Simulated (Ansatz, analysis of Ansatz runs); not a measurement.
# How often does S try the jump in La2PbS4 (I-42d)?

Aim: the prefactor of a hop in La2PbS4 (I-42d) (V_S hop (3.3 Å), charge 0) from the modes of the moving atom at the start and at the top of a path found beforehand. Model: a cell of 56 host atoms with 1 S taken out.

Main program and level: Ansatz 0.2.0; plane-wave PAW DFT, PBEsol; finite-difference force constants of the moving atom alone.

### 1. The structure

The cell holds 55 atoms: 16 La, 8 Pb and 31 S. Its edges and angles: a = 12.256 Å, b = 12.256 Å, c = 12.285 Å, α = 59.9°, β = 59.9°, γ = 60.2°. It derives from La2PbS4 (space group I-42d). Nearest the centre at fractional (0.476, 0.400, 0.351): S39 at 1.39 Å, La7 at 2.49 Å, La2 at 2.60 Å, La15 at 2.79 Å, Pb17 at 3.35 Å, S30 at 3.53 Å, S27 at 3.54 Å, Pb23 at 3.72 Å.

The cell's shortest repeat is 12.3 Å.

### 2. Vibrations of the moving atom at the start point

Harmonic transition-state theory takes the prefactor from the modes at the minimum and at the top. Only the moving atom is displaced, by 0.02 Å, which takes six displaced runs and a reference; the host's atoms are held.

q0.start.modes/input.yaml reads:

```yaml
crystal:
  lattice:
    - [0.0, 8.68700356, 8.64614061]
    - [8.68700356, 0.0, 8.64614061]
    - [8.68700356, 8.68700356, 0.0]
  atoms:
    - { symbol: La, position: [0.11727761, 0.00192473, 0.13181394] }
    - { symbol: La, position: [0.36826392, 0.24796642, 0.37809747] }
    - { symbol: La, position: [0.61662011, 0.50428663, 0.62939721] }
    - { symbol: La, position: [0.8685552, 0.75480922, 0.88087666] }
    - { symbol: La, position: [0.0060568, 0.12101716, 0.7454828] }
    - { symbol: La, position: [0.25499436, 0.36903495, 0.99456907] }
    - { symbol: La, position: [0.50470814, 0.62280887, 0.24648711] }
    - { symbol: La, position: [0.76466117, 0.86269774, 0.48979254] }
    - { symbol: La, position: [0.23967137, 0.63787167, 0.62249558] }
    - { symbol: La, position: [0.49434828, 0.88199967, 0.8689629] }
    - { symbol: La, position: [0.74229447, 0.1345538, 0.12067767] }
    - { symbol: La, position: [0.99552673, 0.38434052, 0.3700931] }
    - { symbol: La, position: [0.13208377, 0.74074818, 0.01141743] }
    - { symbol: La, position: [0.38061802, 0.99542264, 0.25243504] }
    - { symbol: La, position: [0.64237144, 0.23399944, 0.50636983] }
    - { symbol: La, position: [0.88078081, 0.49484221, 0.75331101] }
    - { symbol: Pb, position: [0.16021964, 0.60513243, 0.38686843] }
    - { symbol: Pb, position: [0.37743249, 0.87395454, 0.62566745] }
    - { symbol: Pb, position: [0.629323, 0.12451467, 0.87314253] }
    - { symbol: Pb, position: [0.87680048, 0.37760038, 0.1246624] }
    - { symbol: Pb, position: [0.00414199, -0.00011205, 0.4991782] }
    - { symbol: Pb, position: [0.24956919, 0.24864315, 0.75071997] }
    - { symbol: Pb, position: [0.49944821, 0.50107459, 0.00143542] }
    - { symbol: Pb, position: [0.75049034, 0.75168141, 0.25039707] }
    - { symbol: S, position: [0.2203613, 0.97059764, 0.85654717] }
    - { symbol: S, position: [0.47227633, 0.22225903, 0.10379053] }
    - { symbol: S, position: [0.72012166, 0.47074819, 0.3566682] }
    - { symbol: S, position: [0.97518185, 0.72074244, 0.60405107] }
    - { symbol: S, position: [0.2309777, 0.82853843, 0.34565878] }
    - { symbol: S, position: [0.47810373, 0.08200126, 0.59500323] }
    - { symbol: S, position: [0.73051853, 0.32728209, 0.84370552] }
    - { symbol: S, position: [0.98018219, 0.57695909, 0.09719587] }
    - { symbol: S, position: [0.07231702, 0.48244125, 0.85072656] }
    - { symbol: S, position: [0.32641369, 0.73052241, 0.09936561] }
    - { symbol: S, position: [0.57369917, 0.98046073, 0.35036764] }
    - { symbol: S, position: [0.82682471, 0.22951128, 0.59877764] }
    - { symbol: S, position: [0.0967981, 0.84513392, 0.73626578] }
    - { symbol: S, position: [0.34437015, 0.1002418, 0.97766661] }
    - { symbol: S, position: [0.58085998, 0.35148415, 0.2496725] }
    - { symbol: S, position: [0.83866875, 0.59700418, 0.48020314] }
    - { symbol: S, position: [0.1042694, 0.20220836, 0.22344352] }
    - { symbol: S, position: [0.60541812, 0.70183964, 0.72370727] }
    - { symbol: S, position: [0.84475572, 0.95968236, 0.96911207] }
    - { symbol: S, position: [0.09749501, 0.35105923, 0.57118793] }
    - { symbol: S, position: [0.34722629, 0.59470558, 0.82728871] }
    - { symbol: S, position: [0.5925656, 0.84904836, 0.07205749] }
    - { symbol: S, position: [0.84778618, 0.09617982, 0.32328049] }
    - { symbol: S, position: [0.19793675, 0.10270606, 0.47168996] }
    - { symbol: S, position: [0.43837613, 0.37138741, 0.69432888] }
    - { symbol: S, position: [0.70069226, 0.60306928, 0.97228853] }
    - { symbol: S, position: [0.94075854, 0.86778959, 0.20934606] }
    - { symbol: S, position: [0.22743854, 0.46668442, 0.19875673] }
    - { symbol: S, position: [0.47196836, 0.72041529, 0.4497027] }
    - { symbol: S, position: [0.72604747, 0.96609313, 0.70013459] }
    - { symbol: S, position: [0.97233243, 0.2201826, 0.94972489] }
  symmetry: { detect: false }
basis:
  ecutwfc: 420
  xc_grid: 2
hamiltonian:
  xc: pbesol
kpoints:
  mp_grid: { grid: [1, 1, 1], shift: [0.25, 0.25, 0.25] }
scf:
  occupations: { method: fixed }
  max_iter: 150
phonons:
  supercell: [1, 1, 1]
  displaced_sites: [38]
  amplitude: 0.02
```

Started as:

```console
> ansatz run input.yaml --threads 32 --pin off --max-ram 84787MiB --backend cuda --events-out ev --progress --plain --runs-dir out --max-vram 78GiB
```

Numbers of over 12 decimals in the logs are rounded to 6 here.

The program printed:

```text
Engine: ansatz 0.2.0, aarch64-unknown-linux-gnu
[...]
Pseudopotential: La, paw, valence charge 11, recommended cutoff 420 eV (normal), La.paw.azcp
Pseudopotential: Pb, paw, valence charge 14, recommended cutoff 420 eV (normal), Pb.paw.azcp
Pseudopotential: S, paw, valence charge 6, recommended cutoff 420 eV (normal), S.paw.azcp
Functional definition: PBEsol
[...]
Crystal: 55 atoms, lattice volume = 1304.945 Å³
Basis set: ecut = 420 eV, 25557 PW (Γ), exchange–correlation on 180×180×180 points (8 copies of the dense FFT grid, shifted against one another)
Bands: 292, of which v1, the nominal top of the filled ones, is band 237 counted from 1 (236 counted from 0)
[...]
k-points: 1
[...]
Functional: x = pbesol(κ = 0.804, μ = 0.123457), c = pbesol(β = 0.046)
SCF iter   1: F=—  HF=-220146.997855 eV  |F-HF|=—  |Δ(HF+E_count)|=         —  Δρ=6.39e-3  dr2=1.38e0  ethr=1.77e-3  ⟨swp⟩=6.0  Hψ=1104  notcnv=0  defer=48
[...]
SCF iter   2: F=—  HF=-220146.720940 eV  |F-HF|=—  |Δ(HF+E_count)|=   2.77e-1  Δρ=2.69e-3  dr2=1.60e-1  ethr=2.91e-4  ⟨swp⟩=4.0  Hψ=444  notcnv=0  defer=53
[...]
SCF 1 converged in 11 iterations: F = -220146.692152 eV  dr2 = 6.63e-10
[...]
SCF iter   2: F=—  HF=-220146.690241 eV  |F-HF|=—  |Δ(HF+E_count)|=   1.06e-4  Δρ=7.67e-5  dr2=1.16e-4  ethr=6.63e-8  ⟨swp⟩=3.0  Hψ=486  notcnv=0  defer=53
[...]
SCF iter   9: F=-220146.691353 eV  HF=-220146.691353 eV  |F-HF|=2.04e-10  |Δ(HF+E_count)|=  5.82e-11  Δρ=2.06e-8  dr2=1.17e-11  ethr=1.00e-12  ⟨swp⟩=5.0  Hψ=866  notcnv=0
SCF 2 converged in 9 iterations: F = -220146.691353 eV  dr2 = 1.17e-11
[...]
SCF 7 converged in 5 iterations: F = -220146.691041 eV  dr2 = 9.45e-11
SCF converged after 11 iterations
[...]
--- Band table (eV) ---
[...]
--- Phonons: 6 displaced members + reference (amplitude 0.02 Å, Σ member SCF iterations 41) ---
  symmetry images taken by strict's conditions (phonons.symmetry_images: auto; settled by no image being taken that strict refuses)
  force constants formed among 1 of 55 sites (S 38); the other 54 at rest. The modes move the named sites alone.
  the frequencies, the zero-point energy and the sums are of the block with the acoustic sum rule laid on its rows. Row sums over every site: 1.8e-4 eV/Å² at the most
  transpose residual: 8.5e-4 eV/Å²
  largest component of a force at the reference: 4.0e-3 eV/Å on a named site, 1.9e-2 eV/Å on a site at rest
  frequencies among the named sites at Γ of the cell (cm⁻¹): 166.66 183.62 224.56
  unstable modes among the named sites: 0
  frequencies as built, with no sum rule (cm⁻¹): 166.66 183.62 224.56
  zero-point energy: 0.035635 eV/cell   skipped modes (ω ≤ 0): 0
  not written: the harmonic force-constant file, the file of eigenvectors (these modes' are written with the force constants), the density of states and the dispersion, which are of every site
[...]
```

Wall time 3.7 s (1 × NVIDIA GB200 with 32 threads of Arm Neoverse V2, shared host); peak memory 2.1 GiB; 15 s of CPU time.

This step gave:

| Quantity | Value |
| --- | --- |
| free energy | -220146.6922 eV |
| frequencies of moving atom | 166.7, 183.6, 224.6 cm⁻¹ (negative: imaginary) |

The three modes are 167, 184 and 225 cm⁻¹: all real, a minimum for this atom with the others held.

### 3. Vibrations of the moving atom at the top of the path

The same at the top, where the mode along the path should be imaginary.

q0.top.modes/input.yaml reads:

```yaml
crystal:
  lattice:
    - [0.0, 8.68700356, 8.64614061]
    - [8.68700356, 0.0, 8.64614061]
    - [8.68700356, 8.68700356, 0.0]
  atoms:
    - { symbol: La, position: [0.11466847, 0.00478319, 0.13327304] }
    - { symbol: La, position: [0.37127727, 0.23129367, 0.37710005] }
[... 4 atom lines left out ...]
    - { symbol: La, position: [0.50249265, 0.64384557, 0.24826141] }
[... 7 atom lines left out ...]
    - { symbol: La, position: [0.63496956, 0.23894047, 0.51159948] }
[... 1 atom line left out ...]
    - { symbol: Pb, position: [0.16460532, 0.60353901, 0.3883876] }
[... 5 atom lines left out ...]
    - { symbol: Pb, position: [0.50158213, 0.47859269, 0.0359238] }
[... 3 atom lines left out ...]
    - { symbol: S, position: [0.72125728, 0.47279806, 0.35560739] }
[... 2 atom lines left out ...]
    - { symbol: S, position: [0.47961703, 0.07574738, 0.59650794] }
[... 3 atom lines left out ...]
    - { symbol: S, position: [0.32219696, 0.73476019, 0.10498982] }
[... 4 atom lines left out ...]
    - { symbol: S, position: [0.46398038, 0.40801333, 0.34718845] }
[... 7 atom lines left out ...]
    - { symbol: S, position: [0.82644978, 0.11653853, 0.31219314] }
[... 1 atom line left out ...]
    - { symbol: S, position: [0.43648923, 0.37094568, 0.70131282] }
[... 2 atom lines left out ...]
    - { symbol: S, position: [0.2281215, 0.46285824, 0.19856432] }
[... 2 atom lines left out ...]
    - { symbol: S, position: [0.97293933, 0.2200223, 0.94828303] }
  symmetry: { detect: false }
basis:
  ecutwfc: 420
  xc_grid: 2
hamiltonian:
  xc: pbesol
kpoints:
  mp_grid: { grid: [1, 1, 1], shift: [0.25, 0.25, 0.25] }
scf:
  occupations: { method: fixed }
  max_iter: 150
phonons:
  supercell: [1, 1, 1]
  displaced_sites: [38]
  amplitude: 0.02
```

The program printed:

```text
[...]
Crystal: 55 atoms, lattice volume = 1304.945 Å³
Basis set: ecut = 420 eV, 25557 PW (Γ), exchange–correlation on 180×180×180 points (8 copies of the dense FFT grid, shifted against one another)
Bands: 292, of which v1, the nominal top of the filled ones, is band 237 counted from 1 (236 counted from 0)
[...]
k-points: 1
[...]
SCF iter   2: F=—  HF=-220145.904131 eV  |F-HF|=—  |Δ(HF+E_count)|=   3.34e-1  Δρ=2.95e-3  dr2=2.16e-1  ethr=3.56e-4  ⟨swp⟩=4.0  Hψ=444  notcnv=0  defer=53
[...]
SCF 1 converged in 12 iterations: F = -220145.860709 eV  dr2 = 5.01e-10
[...]
SCF iter   2: F=—  HF=-220145.859212 eV  |F-HF|=—  |Δ(HF+E_count)|=   4.03e-4  Δρ=9.45e-5  dr2=4.16e-4  ethr=5.00e-7  ⟨swp⟩=3.0  Hψ=326  notcnv=0  defer=53
[...]
SCF iter  10: F=-220145.860454 eV  HF=-220145.860454 eV  |F-HF|=0.00e0  |Δ(HF+E_count)|=  5.82e-11  Δρ=2.22e-8  dr2=1.34e-11  ethr=1.00e-12  ⟨swp⟩=5.0  Hψ=865  notcnv=0
[...]
SCF 3 converged in 7 iterations: F = -220145.860405 eV  dr2 = 8.15e-12
[...]
SCF 6 converged in 10 iterations: F = -220145.858530 eV  dr2 = 1.48e-11
[...]
SCF 7 converged in 7 iterations: F = -220145.858686 eV  dr2 = 1.18e-11
SCF converged after 12 iterations
[...]
--- Band table (eV) ---
[...]
transpose residual: 1.8e-3 eV/Å²
[...]
frequencies among the named sites at Γ of the cell (cm⁻¹): -65.20 187.14 324.36
  unstable modes among the named sites: 1
  frequencies as built, with no sum rule (cm⁻¹): -65.21 187.14 324.36
  zero-point energy: 0.031709 eV/cell   skipped modes (ω ≤ 0): 1, of them read as no rigid motion or as one in doubt: 1 (1.000e0 modes/cell left out, lowest -65.20 cm⁻¹)
[...]
```

The job ended after 3.9 s (1 × NVIDIA GB200 with 32 threads; peak memory 2.1 GiB; 16 s of CPU time).

Numbers from this step:

```yaml
free_energy: -220145.8607 eV
frequencies_of_moving_atom: -65.20, 187.1, 324.4 cm⁻¹ (negative: imaginary)
```

The three modes are 65i, 187 and 324 cm⁻¹: one imaginary, a saddle of first order for this atom with the others held.

### 4. Attempt frequency and hop rate

Analysis of the runs above: harmonic transition-state theory from the moving atom's modes alone (Vineyard), PBEsol.

It gives:

| Property | Result |
| --- | --- |
| attempt frequency | 3.394 THz |

The hop rate by temperature:

```csv
temperature (K),hop rate (1/s)
200,3.8e-9
300,0.0366
400,113
600,3.5e5
800,2.0e7
1000,2.2e8
```

### 5. Summary of results

| Quantity | Value |
| --- | --- |
| attempt frequency (attempt frequency and hop rate) | 3.39 THz |

What this shows: The attempt frequency, the product of the three frequencies at the start over that of the two real ones at the top (Vineyard), is 3.4 THz. With the barrier of 0.83 eV it gives 3.5e+05 hops a second at 600 K along this one path; equivalent neighbouring sites multiply that. The host's atoms were held, though they move along the path too, so the prefactor is rough. Limits: one k-point off the zone centre stands for the whole zone; spin–orbit coupling, which can matter with heavy atoms, is left out.

[Logs are printed without paths, hosts, clocks, repeated set-up lines and the standing remarks that a program may print on its own settings, such as how far it seeks lower states.]

[Hosts, paths, dates, database ids (printed as entryN), source tags and the programs' standing remarks are cut or masked in the printed files.]
